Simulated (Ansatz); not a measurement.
# Lattice dynamics of SrCaH2Br2 (built on the sites of a database entry of CaHBr)

Wanted: vibrations and spectra of SrCaH2Br2 (built on the sites of a database entry of CaHBr); the cell is already relaxed. After the zone centre comes a 2×2×1 q mesh on a 6×6×4 k mesh.

Method: DFT PBEsol, scalar-relativistic, plane waves, PAW, in Ansatz 0.2.0.

The structure was built from a prototype and need not be the compound's stable phase.

### Step 1. Starting point

It takes space group P4mm (No. 99, tetragonal). Conventional cell: a = 4.027 Å, b = 4.027 Å, c = 7.227 Å, α = 90.00°, β = 90.00°, γ = 90.00°. Nearest to Sr lie 4 H at 2.44 Å and 6 Br at 3.10 to 3.77 Å. Nearest to Ca lie 4 H at 2.36 Å and 6 Br at 3.07 to 3.84 Å and 4 Sr at 3.87 Å. H has 2 Ca at 2.36 Å and 2 Sr at 2.44 Å nearest. Br has 4 Ca at 3.07 Å and 4 H at 3.12 Å and 2 Sr at 3.46 to 3.77 Å nearest. Br has 4 Sr at 3.10 Å and 4 H at 3.29 Å and 2 Ca at 3.39 to 3.84 Å nearest. Farther neighbours and most contacts between anions are not listed.

### Step 2. Modes at Γ

The cell comes from relaxations at this level that are not shown. The zone centre comes first: it holds the modes that light can see, as far as symmetry allows. The response to a homogeneous field gives the Born charges and the dielectric tensor.

input.yaml

```yaml
crystal:
  lattice:
    - [4.0268174854, 0.0, 0.0]
    - [0.0, 4.0268174854, 0.0]
    - [0.0, 0.0, 7.2272374249]
  atoms:
    - { symbol: Sr, position: [0.0, 0.5, 0.1828574892] }
    - { symbol: Ca, position: [0.5, 0.0, 0.8210601517] }
    - { symbol: H, position: [0.0, 0.0, -0.0085810047] }
    - { symbol: H, position: [0.5, 0.5, -0.0085810047] }
    - { symbol: Br, position: [0.0, 0.5, 0.6614129652] }
    - { symbol: Br, position: [0.5, 0.0, 0.3518314034] }
kpoints:
  mp_grid: { grid: [6, 6, 4] }
hamiltonian:
  xc: pbesol
scf:
  occupations: { method: fixed }
output:
  eigenvalues: true
phonons:
  method: dfpt
  dielectric: true
  rigid_motions: translations
```

On the command line:

```console
> ansatz run input.yaml --threads 8 --pin off --max-ram 14336MiB --backend cpu --events-out ev --progress --plain --runs-dir out
```

Numbers of over 12 decimals in the logs are rounded to 6 here.

The log of the run:

```text
Engine: ansatz 0.2.0, aarch64-unknown-linux-gnu
Pseudopotentials: kind: paw
Pseudopotential: Sr, paw, valence charge 10, recommended cutoff 420 eV (normal), Sr.paw.azcp
Pseudopotential: Ca, paw, valence charge 10, recommended cutoff 420 eV (normal), Ca.paw.azcp
Pseudopotential: H, paw, valence charge 1, recommended cutoff 420 eV (normal), H.paw.azcp
Pseudopotential: Br, paw, valence charge 7, recommended cutoff 420 eV (normal), Br.paw.azcp
Functional definition: PBEsol
  exchange = pbesol_x
  correlation = pbesol_c
Crystal: 6 atoms, lattice volume = 117.192 Å³
Basis set: ecut = 420 eV, 2313 PW (Γ), exchange–correlation on 60×60×100 points (8 copies of the dense FFT grid, shifted against one another)
Bands: 24, of which v1, the nominal top of the filled ones, is band 18 counted from 1 (17 counted from 0)
Symmetry: 8 space group operations
k-points: 76 of 144 (irreducible under 1 space group operation, time reversal used)
Non-local potential: Sr, projectors of the file, l = 0: 3, l = 1: 2, l = 2: 2
Non-local potential: Ca, projectors of the file, l = 0: 3, l = 1: 2, l = 2: 2
Non-local potential: H, projectors of the file, l = 0: 2, l = 1: 1
Non-local potential: Br, projectors of the file, l = 0: 2, l = 1: 2, l = 2: 2
PAW form: soft (Blöchl's): semilocal exchange-correlation on the pseudo side does not see the compensation charge
PAW frozen core: Sr, regenerated for the run's functional, and the local potential with it (the file was generated under x = pbe(κ = 0.804, μ = 0.219515), c = pbe(β = 0.066725))
PAW frozen core: Ca, regenerated for the run's functional, and the local potential with it (the file was generated under x = pbe(κ = 0.804, μ = 0.219515), c = pbe(β = 0.066725))
PAW frozen core: Br, regenerated for the run's functional, and the local potential with it (the file was generated under x = pbe(κ = 0.804, μ = 0.219515), c = pbe(β = 0.066725))
PAW one-centre angular grid: Sr, 110 points (default); XC on 64 Gauss nodes
PAW one-centre angular grid: Ca, 110 points (default); XC on 64 Gauss nodes
PAW one-centre angular grid: H, 110 points (default); XC on 64 Gauss nodes
PAW one-centre angular grid: Br, 110 points (default); XC on 64 Gauss nodes
Initial density: superposition of atomic densities (neutral atoms: chi_scale 0, normalization atom), corrected by the library's trained network
Initial wavefunctions: pseudopotential atomic-orbital guess
Functional: x = pbesol(κ = 0.804, μ = 0.123457), c = pbesol(β = 0.046)
SCF iter   1: F=—  HF=-10798.505217 eV  |F-HF|=—  |Δ(HF+E_count)|=         —  Δρ=5.11e-3  dr2=2.80e-2  ethr=1.77e-3  ⟨swp⟩=6.0  Hψ=8230  notcnv=0  defer=274
preconditioner: auto → Resta (q_TF=auto, 2.241 Å⁻¹)  ε∞=3.1  [insulator: Δε(μ)=3.399 eV  Ē_g=12.145 eV  n_scr=20 (ndim 8)  ℏωp=17.5 eV  f_vac=0.000  ε∞_Penn≈3.1]
SCF iter   2: F=—  HF=-10798.501159 eV  |F-HF|=—  |Δ(HF+E_count)|=   4.06e-3  Δρ=2.34e-3  dr2=6.04e-3  ethr=7.79e-5  ⟨swp⟩=2.0  Hψ=3169  notcnv=0  defer=302
SCF iter   3: F=—  HF=-10798.499864 eV  |F-HF|=—  |Δ(HF+E_count)|=   1.29e-3  Δρ=2.69e-4  dr2=6.54e-5  ethr=1.68e-5  ⟨swp⟩=2.7  Hψ=2496  notcnv=0  defer=304
SCF iter   4: F=—  HF=-10798.499909 eV  |F-HF|=—  |Δ(HF+E_count)|=   4.45e-5  Δρ=7.91e-5  dr2=5.88e-6  ethr=1.82e-7  ⟨swp⟩=2.3  Hψ=3022  notcnv=0  defer=304
SCF iter   5: F=—  HF=-10798.499915 eV  |F-HF|=—  |Δ(HF+E_count)|=   5.71e-6  Δρ=1.34e-5  dr2=1.66e-7  ethr=1.63e-8  ⟨swp⟩=2.1  Hψ=2747  notcnv=0  defer=258
SCF iter   6: F=—  HF=-10798.499916 eV  |F-HF|=—  |Δ(HF+E_count)|=   8.57e-7  Δρ=3.16e-6  dr2=1.08e-8  ethr=4.62e-10  ⟨swp⟩=2.1  Hψ=2994  notcnv=0  defer=228
SCF iter   7: F=—  HF=-10798.499916 eV  |F-HF|=—  |Δ(HF+E_count)|=   1.04e-8  Δρ=7.87e-7  dr2=9.34e-10  ethr=3.00e-11  ⟨swp⟩=2.0  Hψ=2925  notcnv=0  defer=228
SCF iter   8: F=-10798.499916 eV  HF=-10798.499916 eV  |F-HF|=7.28e-12  |Δ(HF+E_count)|=  2.55e-10  Δρ=2.02e-7  dr2=5.91e-11  ethr=1.00e-12  ⟨swp⟩=19.0  Hψ=16669  notcnv=0
SCF 1 converged in 8 iterations: F = -10798.499916 eV  dr2 = 5.91e-11
  greatest PAW one-centre occupation: 0.995 electrons in one spin orbital (limit 2), on the Ca atom at site 1 (counted from 0), in its partial waves of l = 0
DFPT response loops at Γ: preconditioner auto → Resta (q_TF=auto, 2.241 Å⁻¹)  ε∞=4.2 (no band partly filled); β = 1.00, the filter's whole step (`scf.mixing.beta` (0.50) is not read by the response loops at its default; to damp them type it under 1.00, their step now; it binds the ground state too); Broyden in place of MSR1
── the response to a field inside a basis, on 6×6×4 k-points: an SCF that follows is theirs, and a resumed run solves both again ──
Bands: 19, of which v1, the nominal top of the filled ones, is band 18 counted from 1 (17 counted from 0)
k-points: 12 of 144 (time reversal used)
Initial density: handed on by an earlier stage of this run
Initial wavefunctions: pseudopotential atomic-orbital guess (no wavefunctions were taken with the density)
Eigensolver: Dense (12 Hₖ)
SCF iter   1: F=—  HF=-10798.494358 eV  |F-HF|=—  |Δ(HF+E_count)|=         —  Δρ=1.10e-4  dr2=3.51e-6  ethr=1.00e-1
preconditioner: auto → Resta (q_TF=auto, 2.241 Å⁻¹)  ε∞=3.4  [insulator: Δε(μ)=3.945 eV  Ē_g=11.206 eV  n_scr=20 (ndim 8)  ℏωp=17.5 eV  f_vac=0.000  ε∞_Penn≈3.4]
SCF iter   2: F=—  HF=-10798.494363 eV  |F-HF|=—  |Δ(HF+E_count)|=   4.96e-6  Δρ=5.73e-5  dr2=9.20e-7  ethr=9.75e-9
SCF iter   3: F=-10798.494365 eV  HF=-10798.494365 eV  |F-HF|=1.11e-8  |Δ(HF+E_count)|=   2.15e-6  Δρ=4.04e-6  dr2=1.18e-8  ethr=2.55e-9
SCF 1 converged in 3 iterations: F = -10798.494365 eV  dr2 = 1.18e-8
DFPT response loops at Γ: preconditioner auto → Resta (q_TF=auto, 2.241 Å⁻¹)  ε∞=3.9 (no band partly filled); β = 1.00, the filter's whole step (`scf.mixing.beta` (0.50) is not read by the response loops at its default; to damp them type it under 1.00, their step now; it binds the ground state too); Broyden in place of MSR1
SCF converged after 8 iterations
Free energy (F): -10798.499916 eV
Harris-Foulkes:  -10798.499916 eV  (|F-HF|=7.28e-12)
Internal energy: -10798.499916 eV  (E = F + TS)
E sigma→0 (E₀):  -10798.499916 eV
Fermi energy:    5.284208 eV
--- Per-component energies (eV) ---
  E_band       = -253.601631
  E_kinetic    = 818.964218
  E_local      = -1740.881648  (includes V_loc(G=0)·N_el)
  E_nonlocal   = 411.599667
  E_hartree    = 476.740941
  E_xc         = -850.834778
  E_vxc        = -566.002285  (∫ρ·V_xc dr)
  E_paw        = -7887.707924  (= ΣΔE_a)
  E_vpaw       = -130.761192  (= ΣTr[D̂ρ^β])
  E_aug_tail   = -0.002280  (compensation charges beyond the density's cutoff)
  E_ewald      = -2026.815795
  E_core_change = 0.437682  (= ΣΔE_core)
  E_smearing   = -0.000000  (= −TS)
  E_closure    = 0.000000  (closes the sum)
  Σ components = -10798.499916   (vs F -10798.499916, Δ=0.00e0)
--- Band table (eV; the first three rows and the last of 76) ---
  k-point 0: bands = [... 14 lower, 4.0125, 4.1839, 4.1839, 4.7525, 9.1265, 9.6214, 10.2968, 10.2968, ... 2 higher]
  k-point 1: bands = [... 14 lower, 4.1974, 4.1974, 4.7628, 4.7968, 8.9176, 9.6521, 10.3091, 10.3091, ... 2 higher]
  k-point 2: bands = [... 14 lower, 4.2105, 4.2105, 4.7731, 5.2842, 8.7550, 9.4098, 10.3225, 10.3225, ... 2 higher]
  k-point 75: bands = [... 14 lower, 3.2115, 3.2115, 4.3810, 4.3810, 10.0396, 10.5055, 11.1800, 11.8403, ... 2 higher]
--- Phonons (Γ-DFPT): 11 representative perturbations + reference, on 76 of 144 k-points (Σ response iterations 33) ---
  k mesh reduced under 1 symmetry operation, with k and −k counted as one. Each operation leaves every solved perturbation unchanged. A smaller set is not considered because the run solves the response to a homogeneous field
  ASR residual: 1.313e-4 → 0.000e0 eV/Å²; symmetrization residual: 9.193e-7 eV/Å²
  ASR residual per site (eV/Å²): 1.31e-4 3.21e-5 1.50e-5 1.50e-5 4.48e-5 8.98e-5
  Γ frequencies (cm⁻¹): 0.00 0.00 0.00 90.96 90.96 96.06 98.13 126.09 126.09 151.85 151.85 176.96 741.19 741.19 865.32 909.76 909.76 942.06
  ε∞ (high-frequency dielectric tensor):
        4.248995     0.000000     0.000000
        0.000000     4.248995     0.000000
        0.000000     0.000000     4.318735
  ε⁰ (static dielectric tensor: ions relaxed, cell fixed):
        9.556420     0.000000     0.000000
        0.000000     9.556420     0.000000
        0.000000     0.000000    12.082967
  ε⁰ − ε∞ (ionic part):
        5.307425     0.000000     0.000000
        0.000000     5.307425     0.000000
        0.000000     0.000000     7.764232
  softest optical mode at Γ: 90.96 cm⁻¹; the repairs (sum rule, projections) moved no ω² at Γ by more than (2.92 cm⁻¹)²
  Born effective charges Z* (e; rows j = field, columns β = displacement):
    site 0:
         2.20920    0.00000    0.00000
         0.00000    2.20920    0.00000
        -0.00000    0.00000    2.26799
    site 1:
         2.40472    0.00000    0.00000
         0.00000    2.40472    0.00000
         0.00000    0.00000    2.20559
    site 2:
        -1.00137    0.00000    0.00000
         0.00000   -0.94820    0.00000
         0.00000    0.00000   -0.95675
    site 3:
        -0.94820    0.00000    0.00000
         0.00000   -1.00137    0.00000
         0.00000    0.00000   -0.95675
    site 4:
        -1.37513    0.00000    0.00000
         0.00000   -1.37513    0.00000
        -0.00000    0.00000   -1.28666
    site 5:
        -1.28921    0.00000   -0.00000
         0.00000   -1.28921    0.00000
        -0.00000    0.00000   -1.27341
  Z* charge neutrality: 2.851e-3 e pre-enforcement
  solved inside a basis spanned on kpoints, on 6×6×4 k-points, its susceptibility summed on 8×8×6: ε∞ is read to err by 1.2e-2, Z* by 1.2e-2 e (field_mesh: kpoints solves on kpoints); Z* is corrected for what the basis lacks
  optical modes at Γ without the LO–TO term, one row a degenerate level:
      ω (cm⁻¹)  modes    IR ((D/Å)²/amu)
         90.96      2             0.2444
         96.06      1             2.8442
         98.13      1             0.5490
        126.09      2             6.1886
        151.85      2             0.1764
        176.96      1             0.3974
        741.19      2            75.1419
        865.32      1             0.0000
        909.76      2            16.5852
        942.06      1            43.2117
  optical modes at Γ + LO–TO along q̂ = [1.0000, 0.0000, 0.0000]:
      ω (cm⁻¹)  modes    IR ((D/Å)²/amu)
         90.96      1             0.1222
         91.87      1             0.0122
         96.06      1             2.8442
[...]
optical modes at Γ + LO–TO along q̂ = [0.0000, 1.0000, 0.0000]:
      ω (cm⁻¹)  modes    IR ((D/Å)²/amu)
[...]
942.06      1            43.2117
        946.58      1            26.0537
  optical modes at Γ + LO–TO along q̂ = [0.0000, 0.0000, 1.0000]:
      ω (cm⁻¹)  modes    IR ((D/Å)²/amu)
         90.96      2             0.2444
         97.79      1             0.0004
        126.09      2             6.1886
        140.86      1             1.6764
        151.85      2             0.1764
        184.27      1             0.9007
        741.19      2            75.1419
        865.32      1             0.0000
        909.76      2            16.5852
       1035.55      1            44.4248
```

The job ended after 41 s (8 threads of Arm Neoverse V2, shared host; peak memory 1.2 GiB; 4.9 min of CPU time).

Numbers from this step:

| Property | Result |
| --- | --- |
| gap on the k-mesh | 3.471 eV |
| volume per atom | 19.53 Å³ |
| sum-rule residual before enforcement | 1.31e-4 eV/Å² |
| miss of the charge sum rule | 0.002851 e |
| estimated error of the dielectric tensor | 0.01179 |
| estimated error of the Born charges | 0.01205 e |
| point group | 4mm |
| highest optical mode at the zone centre (no LO-TO term) | 942.1 cm⁻¹ |
| lowest optical zone-centre mode | 90.96 cm⁻¹ |
| mean high-frequency dielectric constant | 4.272 |
| largest Born charge (third of the trace) | 2.338 e |
| mean static dielectric constant | 10.40 |
| top of the zone-centre spectrum with the field | 1036 cm⁻¹ |

Without the LO-TO term. Patterns of degenerate modes are one choice out of their space. Modes at Γ, with each element's share of the kinetic energy:

```
mode  frequency (cm⁻¹)  symmetry  Sr %  Ca %  H %  Br %
   1               0.0  acoustic    30    14    1    55
   2               0.0  acoustic    30    14    1    55
   3               0.0  acoustic    30    14    1    55
   4              91.0         E    19     4    0    77
   5              91.0         E    19     4    0    77
   6              96.1        A1    47     6    0    47
   7              98.1        A1     0    20    0    79
   8             126.1         E    14    42    1    43
   9             126.1         E    14    42    1    43
  10             151.8         E    35    40    0    25
  11             151.8         E    35    40    0    25
  12             177.0        A1    22    59    0    19
  13             741.2         E     0     1   99     0
  14             741.2         E     0     1   99     0
  15             865.3        B1     0     0  100     0
  16             909.8         E     0     0  100     0
  17             909.8         E     0     0  100     0
  18             942.1        A1     0     0   99     0
```

Displacements in mode 4 (91.0 cm⁻¹), the largest set to 1:
```
Sr1  0.18 -0.55  0.00
Ca2 -0.11  0.35  0.00
H3   0.02 -0.13  0.00
H4   0.04 -0.05  0.00
Br5 -0.33  1.00  0.00
Br6  0.18 -0.57  0.00
```

Displacements in mode 8 (126.1 cm⁻¹), the largest set to 1:
```
Sr1 -0.01  0.39  0.00
Ca2 -0.02  1.00  0.00
H3  -0.01  0.40  0.00
H4  -0.01  0.57  0.00
Br5  0.00 -0.30  0.00
Br6  0.01 -0.65  0.00
```

Optical modes at the zone centre, without and with the macroscopic field of the longitudinal modes; each column is sorted by frequency, so a row need not hold one and the same mode. Modes with and without the field, by row:

```
rank among optical modes  no field (cm⁻¹)  q along (1, 0, 0) (cm⁻¹)  q along (0, 0, 1) (cm⁻¹)
                       1               91                        91                        91
                       2               91                      91.9                        91
                       3             96.1                      96.1                      97.8
                       4             98.1                      98.1                     126.1
                       5            126.1                     126.1                     126.1
                       6            126.1                       150                     140.9
                       7            151.8                     151.8                     151.8
                       8            151.8                     163.6                     151.8
                       9              177                       177                     184.3
                      10            741.2                     741.2                     741.2
                      11            741.2                     825.3                     741.2
                      12            865.3                     865.3                     865.3
                      13            909.8                     909.8                     909.8
                      14            909.8                     942.1                     909.8
                      15            942.1                     946.6                      1036
```

Born charge (rows field, columns displacement) (e), principal values of the symmetric part by kind of site:

```
atom  atoms with these values    low  middle   high   mean
 Sr1                        1   2.21    2.21   2.27   2.23
 Ca2                        1   2.21    2.40   2.40   2.34
  H3                        2  -1.00   -0.96  -0.95  -0.97
 Br5                        1  -1.38   -1.38  -1.29  -1.35
 Br6                        1  -1.29   -1.29  -1.27  -1.28
```

In full for Br6:

```
-1.29  0.00  0.00
 0.00 -1.29  0.00
 0.00  0.00 -1.27
```

High-frequency dielectric tensor:

```
4.25 0.00 0.00
0.00 4.25 0.00
0.00 0.00 4.32
```

Static dielectric tensor (ions relaxed, fixed cell):

```
 9.56  0.00  0.00
 0.00  9.56  0.00
 0.00  0.00 12.08
```

Transverse modes. Lines of the infrared spectrum (strongest = 100):

```
position (cm⁻¹)  label  relative intensity
             91      E                 0.3
             96     A1                 3.8
             98     A1                 0.7
            126      E                 8.2
            152      E                 0.2
            177     A1                 0.5
            741      E                 100
            865     B1                 0.0
            910      E                  22
            942     A1                  58
```

Before it was imposed, the acoustic sum rule was missed by 1.3e-4 eV/Å² and the charge sum rule by 0.0029 e. Small misses are needed for a sound result but don't prove that mesh and cutoff are converged. The lowest optical mode is real, 91.0 cm⁻¹.

(Part 1 of 2 ends here.)

[Logs are printed without paths, hosts, clocks, repeated set-up lines and the standing remarks that a program may print on its own settings, such as how far it seeks lower states.]

[Hosts, paths, dates, database ids (printed as entryN), source tags and the programs' standing remarks are cut or masked in the printed files.]
